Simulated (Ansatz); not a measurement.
# Ir wire along [111], 13 atoms a period: bands along the axis, part 2 of 2

Aim: is the Ir wire along [111], 13 atoms a period a metal or a semiconductor?

Ansatz 0.2.0; DFT PBE, plane waves, PAW; relaxation of a wire's period; PAW set soft_1 (the session's first sound run).

So far: The structure; Relaxation of atoms and period.

### Step 2. Relaxation of atoms and period (continued)

Relaxation path:

```csv
step,energy less that of the first step (eV),largest force component (eV/Å),pressure (GPa),volume (Å³)
1,0.0000,2.9748,-5.84,949.35
2,-2.9859,0.6061,0.19,922.17
3,-3.0449,0.6584,-0.03,893.61
4,-3.1464,0.1224,-0.11,904.55
5,-3.1487,0.0144,0.00,905.38
6*,-3.1436,0.0149,0.01,905.38
```

Relaxation steps marked * repeat the geometry before them on a plane-wave basis chosen anew for their cell, so energy and pressure can jump there.

The run keeps the 4 symmetry operations that it works with, so distortions that break them were not tested.

```csv
cell as run,before,after,change
c (Å),6.703,6.393,-4.6 %
```

The atoms that moved most (Å, along periodic axes as changes of fractional coordinates times the final cell, across vacuum about the mean position):

```csv
atom,dx,dy,dz,length
Ir13,-0.170,0.000,0.000,0.170
Ir1,0.170,0.000,0.000,0.170
Ir4,-0.085,-0.146,0.000,0.169
Ir2,0.085,-0.146,0.000,0.169
Ir12,-0.085,0.146,0.000,0.169
Ir11,0.085,0.146,0.000,0.169
Ir9,0.000,0.062,-0.042,0.075
Ir6,0.000,-0.062,0.042,0.075
```

This step gave:

```
energy at zero smearing    : -155152.3066 eV
cell length along the wire : 6.393 Å
```

The cell's length comes to 6.393 Å with spin left out.

### Step 3. The wire at its relaxed period

This step: DFT PBE, plane waves, PAW; bands of a perfect wire; PAW set soft_1 (Ansatz 0.2.0).

At the relaxed period the bands are computed along the axis; those that cross an energy going forward count the channels that a perfect wire would open there.

File input.yaml:

```yaml
crystal:
  lattice:
    - [12.273, 0.0, 0.0]
    - [0.0, 11.54, 0.0]
    - [0.0, 0.0, 6.3925328383]
  atoms:
    - { symbol: Ir, position: [0.290871629, 0.499989716, 0.0] }
    - { symbol: Ir, position: [0.395447854, 0.692722561, 4.336e-06] }
    - { symbol: Ir, position: [0.5, 0.499989716, 0.0] }
    - { symbol: Ir, position: [0.604552146, 0.692722561, 4.336e-06] }
    - { symbol: Ir, position: [0.392836268, 0.434273666, 0.339735857] }
    - { symbol: Ir, position: [0.5, 0.63153336, 0.339838964] }
    - { symbol: Ir, position: [0.607163732, 0.434273666, 0.339735857] }
    - { symbol: Ir, position: [0.392836268, 0.565705766, 0.660264143] }
    - { symbol: Ir, position: [0.5, 0.368446072, 0.660161036] }
    - { symbol: Ir, position: [0.607163732, 0.565705766, 0.660264143] }
    - { symbol: Ir, position: [0.395447854, 0.307256871, 0.999995664] }
    - { symbol: Ir, position: [0.604552146, 0.307256871, 0.999995664] }
    - { symbol: Ir, position: [0.709128371, 0.499989716, 0.0] }
kpoints:
  mp_grid: { grid: [1, 1, 13] }
  band_path: { path: ["Γ", Z], npoints: 90 }
scf:
  occupations: { method: fermi_dirac, width: 0.05 }
hamiltonian:
  xc: pbe
  pseudopotentials: { kind: paw, azcp: { folder: soft_1 } }
output:
  dos: { e_range: [-5, 4] }
  write_potential: true
  write_density: true
  volumetric_format: npy
```

Command:

```bash
> ansatz run input.yaml --threads 4 --pin off --max-ram 16384MiB --backend cpu --events-out ev --progress --plain --runs-dir out
```

Numbers of over 12 decimals in the logs are rounded to 6 here.

Log:

```text
[...]
Crystal: 13 atoms, lattice volume = 905.377 Å³
Basis set: ecut = 420 eV, 17671 PW (Γ)
Bands: 133, of which v1, the nominal top of the filled ones, is band 111 counted from 1 (110 counted from 0)
Symmetry: 4 space group operations
[...]
k-points: 7 of 13
[...]
SCF iter   1: F=—  HF=-155157.193233 eV  |F-HF|=—  |Δ(HF+E_count)|=         —  Δρ=3.12e-2  dr2=2.15e1  ethr=3.10e-3  ⟨swp⟩=8.7  Hψ=4117  notcnv=0  defer=3
[...]
SCF iter  12: F=-155152.417613 eV  HF=-155152.417613 eV  |F-HF|=1.60e-8  |Δ(HF+E_count)|=   1.56e-7  Δρ=2.25e-6  dr2=6.44e-8  ethr=4.52e-11  ⟨swp⟩=13.1  Hψ=2873  notcnv=0
SCF 1 converged in 12 iterations: F = -155152.417613 eV  dr2 = 6.44e-8
[...]
NSCF: frozen V_eff on 91 k-points
WARN: The output density's exchange-correlation potential varies sharply where the density is thin. Do not read a vacuum level from v_tot or v_xc, or from such a field of the output density. On a cell that repeats whose density bears no net charge and no dipole along the vacuum's axis use v_es (v_loc + v_h of the components); under efield.dipole_correction with no amplitude use v_es + v_field, which holds any externa [...]
SCF converged after 12 iterations
Free energy (F): -155152.417613 eV
[...]
Internal energy: -155152.195962 eV  (E = F + TS)
E sigma→0 (E₀):  -155152.306788 eV
Entropy (-TS):   -0.221651 eV (-17.050 meV/atom)
Fermi energy:    1.244844 eV
[...]
--- Band table (eV; the first three rows and the last of 7) ---
  k-point 0: bands = [... 107 lower, 0.9992, 1.0079, 1.1377, 1.1661, 1.1669, 1.2858, 1.4387, 1.4412, ... 18 higher]
  k-point 1: bands = [... 107 lower, 1.0177, 1.0254, 1.0848, 1.1834, 1.1838, 1.2855, 1.4426, 1.4448, ... 18 higher]
  k-point 2: bands = [... 107 lower, 0.9509, 1.0519, 1.0578, 1.2449, 1.2454, 1.2837, 1.4582, 1.4599, ... 18 higher]
  k-point 6: bands = [... 107 lower, 1.0495, 1.2537, 1.2755, 1.2772, 1.4859, 1.4881, 1.6502, 1.6506, ... 18 higher]
```

Run time: 99 s. Hardware: 4 threads of Arm Neoverse V2, shared host; peak memory 5.5 GiB.

This step gave:

- energy at zero smearing: -155152.3068 eV
- band gap: 0 eV

The electronic bands at the labelled points (eV, zero at the Fermi level; # counts the bands kept):

```csv
point,#54,#55,#56,#57,#58,#59,#60,#61
Γ,-0.35,-0.25,-0.24,-0.11,-0.08,-0.08,0.04,0.19
halfway,-0.23,-0.22,-0.15,-0.15,0.03,0.12,0.12,0.28
Z,-0.21,-0.20,0.01,0.04,0.04,0.25,0.25,0.40
```

Between Γ and Z the bands cross the Fermi level 4 times, so a perfect wire would conduct at least 4 G₀, with spin left out.

### Step 4. Results

```json
{
  "cell length, PBE": "6.393 Å",
  "ballistic conductance by band crossings, a lower bound, PBE": "4 G₀"
}
```

In words: Under PBE the cell's length is 6.39 Å, and the bands cross the Fermi level 4 times between Γ and Z, which gives a perfect wire at least 4 G₀ (opposite crossings within one step of the path cancel in such a count). No spin was allowed, though thin wires with open d shells can turn magnetic. Spin-orbit coupling is left out, which matters for the bands of heavy atoms.

[Logs are printed without paths, hosts, clocks, repeated set-up lines and the standing remarks that a program may print on its own settings, such as how far it seeks lower states.]

[Hosts, paths, dates, database ids (printed as entryN), source tags and the programs' standing remarks are cut or masked in the printed files.]
